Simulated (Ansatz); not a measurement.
# One crystal, many levels of theory: RbSb4F13 (I4/m)

What gap does each level of theory give for RbSb4F13 (I4/m), and in what time?

Calculated with Ansatz 0.2.0; density functionals, hybrids and G0W0, plane waves, PAW.

Most raw output is cut from this account.

In doubt: masses and optical values from hybrid runs of this build are listed as unsure (step 7), which bears on the screening that GW takes from such a start.

## (1) Starting point

Symmetry: I4/m, No. 87, tetragonal system. The conventional cell has a = 9.635 Å, b = 9.635 Å, c = 6.563 Å, α = 90.00°, β = 90.00°, γ = 90.00°. Nearest to Rb lie 10 F at 2.92 to 3.28 Å. Nearest to Sb lie 3 F at 1.97 to 2.00 Å. F has 4 Sb at 2.67 Å and 8 F at 2.71 Å and 2 Rb at 3.28 Å nearest. Nearest to F lie 1 Sb at 2.00 Å. Nearest to F lie 2 Sb at 1.97 to 2.90 Å and 1 Rb at 2.92 Å. Farther neighbours and most contacts between anions are not listed.

Geometry: measured cell, ions relaxed with PBE. The runs that relaxed it are not among those shown. Spin-orbit coupling is left out unless a step names it.

The logs state that the PAW files were generated under PBE.

## (2) PBE on the 4×4×4 mesh

Levels along a band path and on the mesh show where this functional puts the band edges.

This step: DFT, PBE, plane waves, PAW; PAW set soft_1.

input.yaml

```yaml
crystal:
  lattice:
    - [-4.8175, 4.8175, 3.2815]
    - [4.8175, -4.8175, 3.2815]
    - [4.8175, 4.8175, -3.2815]
  atoms:
    - { symbol: Rb, position: [0.5, 0.5, 0.0] }
    - { symbol: Sb, position: [0.0063970689, 0.2770921314, 0.2834892002] }
    - { symbol: Sb, position: [0.2770921314, 0.9936029311, 0.2706950625] }
    - { symbol: Sb, position: [0.9936029311, 0.7229078686, 0.7165107998] }
    - { symbol: Sb, position: [0.7229078686, 0.0063970689, 0.7293049375] }
    - { symbol: F, position: [0.0, 0.0, 0.0] }
    - { symbol: F, position: [0.5614796371, 0.8766087358, 0.4380883729] }
    - { symbol: F, position: [0.8766087358, 0.4385203629, 0.3151290987] }
    - { symbol: F, position: [0.4385203629, 0.1233912642, 0.5619116271] }
    - { symbol: F, position: [0.1233912642, 0.5614796371, 0.6848709013] }
    - { symbol: F, position: [0.4300990428, 0.3344864191, 0.3207384218] }
    - { symbol: F, position: [0.3344864191, 0.0137479972, 0.9043873762] }
    - { symbol: F, position: [0.0137479972, 0.109360621, 0.6792615782] }
    - { symbol: F, position: [0.109360621, 0.4300990428, 0.0956126238] }
    - { symbol: F, position: [0.5699009572, 0.6655135809, 0.6792615782] }
    - { symbol: F, position: [0.6655135809, 0.9862520028, 0.0956126238] }
    - { symbol: F, position: [0.9862520028, 0.890639379, 0.3207384218] }
    - { symbol: F, position: [0.890639379, 0.5699009572, 0.9043873762] }
kpoints:
  mp_grid: { grid: [4, 4, 4] }
  band_path:
    path:
      - [[0.0, 0.0, 0.0], [-0.5, 0.5, 0.0], [-0.5, 0.5, 0.5], [0.0, 0.0, 0.0], [-0.36599556, -0.36599556, 0.36599556]]
      - [[-0.63400444, 0.36599556, 0.63400444], [-0.5, 0.5, 0.5]]
      - [[-0.5, 0.5, 0.0], [-0.75, 0.25, 0.25], [-0.5, 0.0, 0.5], [0.0, 0.0, 0.0]]
    npoints: 10
hamiltonian:
  xc: pbe
  pseudopotentials: { kind: paw, azcp: { folder: soft_1 } }
scf:
  occupations: { method: fermi_dirac, width: 0.02 }
  n_extra_bands: 10
output:
  eigenvalues: true
  forces: true
  stress: true
  write_density: true
  write_potential: true
  elf: true
  volumetric_format: npy
```

On the command line:

```console
$ ansatz run input.yaml --threads 2 --pin off --max-ram 92160MiB --backend cuda --events-out ev --progress --plain --runs-dir out --devices 1 --max-vram 13GiB
```

The job ended after 7.6 s (1 × NVIDIA H100 80GB HBM3 (shared by 6 runs) with 2 threads of AMD EPYC 7R13 (Zen 3), shared host; peak memory 1.2 GiB).

This step gave:

| Quantity | Value |
| --- | --- |
| pressure | 1.655 GPa |
| filled bands | 80 |
| gap | 4.737 eV |
| valence top at | P |
| conduction bottom at | k = (-0.293, -0.293, 0.293) |
| least direct gap | 4.803 eV |

Over mesh and path the gap is 4.737 eV, from k = (-0.750, 0.250, 0.250) to k = (-0.293, -0.293, 0.293). The least direct gap found is 4.803 eV, at k = (-0.750, 0.250, 0.250). On the 4×4×4 mesh alone the same run gives 4.755 eV, so that mesh misses an edge of PBE: 4.755 − 4.737 = +0.018 eV.

## (3) PBE+SOC on the 4×4×4 mesh

This run has two-component orbitals with spin-orbit coupling.

This step: DFT, PBE with spin-orbit coupling, plane waves, PAW; PAW set soft_1.

Edit input.yaml of step 2 so:

```diff
@@ -28,12 +28,20 @@
     path:
-      - [[0.0, 0.0, 0.0], [-0.5, 0.5, 0.0], [-0.5, 0.5, 0.5], [0.0, 0.0, 0.0], [-0.36599556, -0.36599556, 0.36599556]]
-      - [[-0.63400444, 0.36599556, 0.63400444], [-0.5, 0.5, 0.5]]
-      - [[-0.5, 0.5, 0.0], [-0.75, 0.25, 0.25], [-0.5, 0.0, 0.5], [0.0, 0.0, 0.0]]
-    npoints: 10
+      - [0.0, 0.0, 0.0]
+      - [-0.5, 0.5, 0.0]
+      - [-0.5, 0.5, 0.5]
+      - [-0.36599556, -0.36599556, 0.36599556]
+      - [-0.63400444, 0.36599556, 0.63400444]
+      - [-0.75, 0.25, 0.25]
+      - [-0.5, 0.0, 0.5]
+      - [-0.292796448, -0.292796448, 0.292796448]
+    npoints: 1
 hamiltonian:
   xc: pbe
-  pseudopotentials: { kind: paw, azcp: { folder: soft_1 } }
+  pseudopotentials: { kind: paw_fr, azcp: { folder: soft_1 } }
 scf:
-  occupations: { method: fermi_dirac, width: 0.02 }
-  n_extra_bands: 10
+  occupations: { method: fixed }
+  n_extra_bands: 20
+magnetization:
+  noncollinear: true
+  spin_orbit: true
 output:
```

Elapsed: 12 s, on 1 × NVIDIA H100 80GB HBM3 (shared by 6 runs) with 2 threads; peak memory 1.8 GiB; 13 s of CPU time.

Numbers from this step:

| Item | Value |
| --- | --- |
| pressure | 1.641 GPa |
| gap | 4.697 eV |
| valence top at | P |
| conduction bottom at | k = (-0.293, -0.293, 0.293) |
| least direct gap | 4.757 eV |

Over mesh and listed points the gap is 4.697 eV, from k = (-0.750, 0.250, 0.250) to k = (-0.293, -0.293, 0.293). The least direct gap found is 4.757 eV, at k = (-0.750, 0.250, 0.250). On the 4×4×4 mesh alone the same run gives 4.713 eV, so that mesh misses an edge of PBE+SOC: 4.713 − 4.697 = +0.016 eV. PBE+SOC against PBE: 4.697 − 4.737 = −0.040 eV, with the same mesh, set of files (read in its fully relativistic form for the spin-orbit run) and cutoff, and both edges at the same k points. The spin-orbit run sees mesh and listed points alone, so its gap is an upper bound: the coupling can move an edge off these points, and the change over the zone, its sign included where it is small, is not known.

## (4) r2SCAN on the 4×4×4 mesh

r2SCAN is a meta-GGA: it depends on the kinetic-energy density as well as on the density and its gradient.

This step: DFT, r2SCAN, plane waves, PAW; PAW set soft_1.

Edit input.yaml of step 3 so:

```diff
@@ -38,10 +38,7 @@
 hamiltonian:
-  xc: pbe
-  pseudopotentials: { kind: paw_fr, azcp: { folder: soft_1 } }
+  xc: r2scan
+  pseudopotentials: { kind: paw, azcp: { folder: soft_1 } }
 scf:
   occupations: { method: fixed }
-  n_extra_bands: 20
-magnetization:
-  noncollinear: true
-  spin_orbit: true
+  n_extra_bands: 10
 output:
```

It took 8.3 s on 1 × NVIDIA H100 80GB HBM3 (shared by 6 runs) with 2 threads; peak memory 1.7 GiB; 9.3 s of CPU time.

Numbers from this step:

| Item | Value |
| --- | --- |
| pressure | -2.185 GPa |
| gap | 5.155 eV |
| valence top at | P |
| conduction bottom at | k = (-0.293, -0.293, 0.293) |
| least direct gap | 5.255 eV |

Over mesh and listed points the gap is 5.155 eV, from k = (-0.750, 0.250, 0.250) to k = (-0.293, -0.293, 0.293). The least direct gap found is 5.255 eV, at k = (-0.750, 0.250, 0.250). On the 4×4×4 mesh alone the same run gives 5.174 eV, so that mesh misses an edge of r2SCAN: 5.174 − 5.155 = +0.019 eV. r2SCAN against PBE: 5.155 − 4.737 = +0.418 eV. The runs also differ in plane-wave cutoff (420 eV and 500 eV), so how much of this comes from the functional alone is not known.

## (5) HSE06 on the 4×4×4 mesh

HSE06 mixes in a quarter of exact exchange at short range.

This step: DFT, HSE06, plane waves, PAW; PAW set soft_1.

Edit input.yaml of step 4 so:

```diff
@@ -38,3 +38,3 @@
 hamiltonian:
-  xc: r2scan
+  xc: hse06
   pseudopotentials: { kind: paw, azcp: { folder: soft_1 } }
@@ -45,7 +45 @@
   eigenvalues: true
-  forces: true
-  stress: true
-  write_density: true
-  write_potential: true
-  elf: true
-  volumetric_format: npy
```

Elapsed: 2.4 min, on 1 × NVIDIA H100 80GB HBM3 (shared by 6 runs) with 2 threads; peak memory 2.6 GiB.

This step gave:

- gap: 6.042 eV
- valence top at: P
- conduction bottom at: k = (-0.293, -0.293, 0.293)
- least direct gap: 6.157 eV
- exact-exchange fraction: 0.25

Over mesh and listed points the gap is 6.042 eV, from k = (-0.750, 0.250, 0.250) to k = (-0.293, -0.293, 0.293). The least direct gap found is 6.157 eV, at k = (-0.750, 0.250, 0.250). On the 4×4×4 mesh alone the same run gives 6.061 eV, so that mesh misses an edge of HSE06: 6.061 − 6.042 = +0.019 eV. HSE06 against PBE: 6.042 − 4.737 = +1.305 eV, with the same mesh, files and cutoff, and both edges at the same k points.

## (6) G0W0@PBE, 4×4×4 mesh, 1025 empty bands, screening to 130 eV, PAW set soft_1 files

G0W0 replaces the xc potential by a self-energy built once from the orbitals of the start. Levels are corrected in the window of bands that the input names, at points of the mesh.

This step: G0W0 on PBE, plane waves, PAW; PAW set soft_1.

Edit input.yaml of step 5 so:

```diff
@@ -26,15 +26,4 @@
   mp_grid: { grid: [4, 4, 4] }
-  band_path:
-    path:
-      - [0.0, 0.0, 0.0]
-      - [-0.5, 0.5, 0.0]
-      - [-0.5, 0.5, 0.5]
-      - [-0.36599556, -0.36599556, 0.36599556]
-      - [-0.63400444, 0.36599556, 0.63400444]
-      - [-0.75, 0.25, 0.25]
-      - [-0.5, 0.0, 0.5]
-      - [-0.292796448, -0.292796448, 0.292796448]
-    npoints: 1
 hamiltonian:
-  xc: hse06
+  xc: pbe
   pseudopotentials: { kind: paw, azcp: { folder: soft_1 } }
@@ -42,4 +31,7 @@
   occupations: { method: fixed }
-  n_extra_bands: 10
-output:
-  eigenvalues: true
+gw:
+  n_empty_bands: 1025
+  ecut_chi: 130.0
+  qp_bands: [v4, c4]
+  qp_kpoints: band_edges
+  screening: { model: contour_deformation }
```

Run time: 5.2 min. Hardware: 1 × NVIDIA H100 80GB HBM3 (shared by 6 runs) with 2 threads; peak memory 5.4 GiB; 9.1 min of CPU time.

This step gave:

| Item | Value |
| --- | --- |
| bands summed | 1105 |
| RPA ε∞ on this mesh (eigenvalues) | 2.388, 2.631, 2.631 |
| plane waves in the screening matrix | 999 |
| G0W0 gap over the corrected points | 7.321 eV |
| k of the valence top | 0.25, 0.25, 0.25 |
| k of the conduction bottom | 0.25, 0.25, -0.25 |
| starting gap on the mesh | 4.755 eV |
| Z at the valence top | 0.7903 |
| Z at the conduction bottom | 0.8304 |
| least direct G0W0 gap over the corrected points | 7.347 eV |

Over all 14 irreducible mesh points the G0W0 gap is 7.321 eV, from k = (0.250, 0.250, 0.250) to k = (0.250, 0.250, -0.250). The PBE gap of this run on the mesh is 4.755 eV. The two states that bound the G0W0 gap lie that far apart at the start, so the correction of the gap is 7.321 − 4.755 = +2.566 eV.

## (7) G0W0@HSE06, 4×4×4 mesh, 1025 empty bands, screening to 130 eV, PAW set soft_1 files

This step: G0W0 on HSE06, plane waves, PAW; PAW set soft_1.

Edit input.yaml of step 6 so:

```diff
@@ -27,3 +27,3 @@
 hamiltonian:
-  xc: pbe
+  xc: hse06
   pseudopotentials: { kind: paw, azcp: { folder: soft_1 } }
```

Run time: 9.3 min. Hardware: 1 × NVIDIA H100 80GB HBM3 (shared by 6 runs) with 2 threads; peak memory 6.7 GiB; 14 min of CPU time.

Numbers from this step:

- bands summed: 1105
- RPA ε∞ on this mesh (eigenvalues): 2.134, 2.276, 2.276
- plane waves in the screening matrix: 999
- G0W0 gap over the corrected points: 8.056 eV
- k of the valence top: 0.25, 0.25, 0.25
- k of the conduction bottom: 0.25, 0.25, -0.25
- starting gap on the mesh: 6.061 eV
- Z at the valence top: 0.8300
- Z at the conduction bottom: 0.8613
- least direct G0W0 gap over the corrected points: 8.094 eV

Over all 14 irreducible mesh points the G0W0 gap is 8.056 eV, from k = (0.250, 0.250, 0.250) to k = (0.250, 0.250, -0.250). The HSE06 gap of this run on the mesh is 6.061 eV. The two states that bound the G0W0 gap lie that far apart at the start, so the correction of the gap is 8.056 − 6.061 = +1.995 eV. G0W0@HSE06 against G0W0@PBE with 1105 bands: 8.056 − 7.321 = +0.735 eV, with the same mesh, files and cutoffs, and both edges at the same k points.

## (8) Gap and time by level

Each gap is the least one over the points named; times are wall times on shared hosts, not benchmarks. A G0W0 time includes the run's own self-consistent start. Runs with listed points see these and the mesh alone, so an edge that moves elsewhere is missed. Rows marked * are further runs, not shown as steps, whose inputs differ from the G0W0 step on the same start in the columns given; solver thresholds can differ too. Symmetry makes (-0.750, 0.250, 0.250) and (0.250, 0.250, 0.250) one point.

| level | mesh | files, cutoff | bands summed, screening | points | gap (eV) | valence top | conduction bottom | least direct gap (eV) | time |
| --- | --- | --- | --- | --- | --- | --- | --- | --- | --- |
| PBE | 4×4×4 | soft_1 PAW, 420 eV | - | mesh and path | 4.737 | (-0.750, 0.250, 0.250) | (-0.293, -0.293, 0.293) | 4.803 | 7.6 s |
| PBE+SOC | 4×4×4 | soft_1 PAW, 420 eV | - | mesh and listed points | 4.697 | (-0.750, 0.250, 0.250) | (-0.293, -0.293, 0.293) | 4.757 | 12 s |
| r2SCAN | 4×4×4 | soft_1 PAW, 500 eV | - | mesh and listed points | 5.155 | (-0.750, 0.250, 0.250) | (-0.293, -0.293, 0.293) | 5.255 | 8.3 s |
| HSE06 | 4×4×4 | soft_1 PAW, 420 eV | - | mesh and listed points | 6.042 | (-0.750, 0.250, 0.250) | (-0.293, -0.293, 0.293) | 6.157 | 2.4 min |
| G0W0@PBE* | 4×4×4 | soft_1 PAW, 420 eV | 248, 39 eV | all 14 irreducible mesh points | 7.470 | (0.250, 0.250, 0.250) | (0.250, 0.250, -0.250) | 7.553 | 40 s |
| G0W0@PBE* | 4×4×4 | soft_1 PAW, 420 eV | 556, 78 eV | all 14 irreducible mesh points | 7.298 | (0.250, 0.250, 0.250) | (0.250, 0.250, -0.250) | 7.326 | 96 s |
| G0W0@PBE | 4×4×4 | soft_1 PAW, 420 eV | 1105, 130 eV | all 14 irreducible mesh points | 7.321 | (0.250, 0.250, 0.250) | (0.250, 0.250, -0.250) | 7.347 | 5.2 min |
| G0W0@PBE* | 2×2×2 | soft_1 PAW, 420 eV | 556, 78 eV | all 4 irreducible mesh points | 7.427 | (0.000, 0.000, -0.500) | (0.000, -0.500, 0.000) | 7.484 | 11 s |
| G0W0@HSE06 | 4×4×4 | soft_1 PAW, 420 eV | 1105, 130 eV | all 14 irreducible mesh points | 8.056 | (0.250, 0.250, 0.250) | (0.250, 0.250, -0.250) | 8.094 | 9.3 min |

## (9) Outcome

| Item | Value |
| --- | --- |
| PBE, over mesh and path | 4.737 eV |
| PBE+SOC, over mesh and listed points | 4.697 eV |
| r2SCAN, over mesh and listed points | 5.155 eV |
| HSE06, over mesh and listed points | 6.042 eV |
| G0W0@PBE (1105 bands, 4×4×4), over all 14 irreducible mesh points | 7.321 eV |
| G0W0@HSE06, over all 14 irreducible mesh points | 8.056 eV |
| known limits | finite bands, screening cutoff and k mesh; no spin-orbit coupling in G0W0; screening cutoff under 40 eV in some runs |

What this shows: The rows run from 4.697 eV (PBE+SOC) to 8.056 eV (G0W0@HSE06). They differ in mesh, plane-wave cutoff, bands and screening cutoff of G0W0 and the points over which the gap was sought as well as in level, so only pairs that share these are like for like. PBE+SOC against PBE: 4.697 − 4.737 = −0.040 eV, with the same mesh, set of files (read in its fully relativistic form for the spin-orbit run) and cutoff, and both edges at the same k points. The spin-orbit run sees mesh and listed points alone, so its gap is an upper bound: the coupling can move an edge off these points, and the change over the zone, its sign included where it is small, is not known. HSE06 against PBE: 6.042 − 4.737 = +1.305 eV, with the same mesh, files and cutoff, and both edges at the same k points. G0W0@HSE06 against G0W0@PBE with 1105 bands: 8.056 − 7.321 = +0.735 eV, with the same mesh, files and cutoffs, and both edges at the same k points. G0W0@PBE (1105 bands, 4×4×4) moves the gap of its own start on the mesh by 7.321 − 4.755 = +2.566 eV, between the same two levels. Over mesh and path, PBE puts the conduction bottom at k = (-0.293, -0.293, 0.293), where no G0W0 correction was computed. The G0W0 gap over the whole zone is therefore not known from this run; at its settings it can only be equal to or under the 7.321 eV found, and no correction is carried over from another point. For the start itself the gap is 4.737 eV over mesh and path and 4.755 eV on the mesh of the G0W0 run. G0W0@HSE06 moves the gap of its own start on the mesh by 8.056 − 6.061 = +1.995 eV, between the same two levels. Over mesh and listed points, HSE06 puts the conduction bottom at k = (-0.293, -0.293, 0.293), where no G0W0 correction was computed. The G0W0 gap over the whole zone is therefore not known from this run; at its settings it can only be equal to or under the 8.056 eV found, and no correction is carried over from another point. For the start itself the gap is 6.042 eV over mesh and listed points and 6.061 eV on the mesh of the G0W0 run. What spin-orbit coupling does to the G0W0 levels was not computed, so no sum with the G0W0 gap is formed. For G0W0@PBE: from 248 bands and 39 eV to 1105 bands and 130 eV the gap moves by 7.321 − 7.470 = −0.149 eV (rung by rung 7.470, 7.298, 7.321 eV); bands and screening cutoff rise together, so their parts are not told apart. The gap turns back along the series (7.470, 7.298, 7.321 eV), so no line is drawn and the limit is not known. The other G0W0 rows are shown at one basis each (1105 bands), so their distance from the limit is not known here. With the 2×2×2 mesh in place of the 4×4×4 mesh and all else as in the G0W0@PBE row with 556 bands, the gap differs by 7.427 − 7.298 = +0.129 eV, and that of the start by 4.887 − 4.755 = +0.132 eV; an edge lies at another k point, so this need not be the shift of one pair of states. The G0W0 runs are scalar-relativistic. G0W0 is shown with one set of atomic data (soft_1 PAW), so the error from the files is not known here. A screening cutoff under 40 eV is crude: G0W0@PBE with 248 bands at 39 eV.

[Paths, hosts, dates, memory and timing lines, banners, echoed tables and standing remarks are left out of the program output.]

[Logs are printed without paths, hosts, clocks, repeated set-up lines and the standing remarks that a program may print on its own settings, such as how far it seeks lower states.]

[Runs of the session that timed out or met a known fault of the program may be left out.]

[Cells called generated may have been cut or substituted from an entry of the Crystallography Open Database or the Materials Project.]

[Hosts, paths, dates, database ids (printed as entryN), source tags and the programs' standing remarks are cut or masked in the printed files.]

[Where an RPA ε∞ is given, it is that of the G0W0 mesh and is not shown converged in it. Names of k-points follow the symmetry that the program found, which can be lower than the space group named. Band edges on a path are those of the sampled points; other points can move an edge, and change direct to indirect where valleys lie close.]

[Hybrid gaps are those of their k-mesh and are not shown converged in it.]
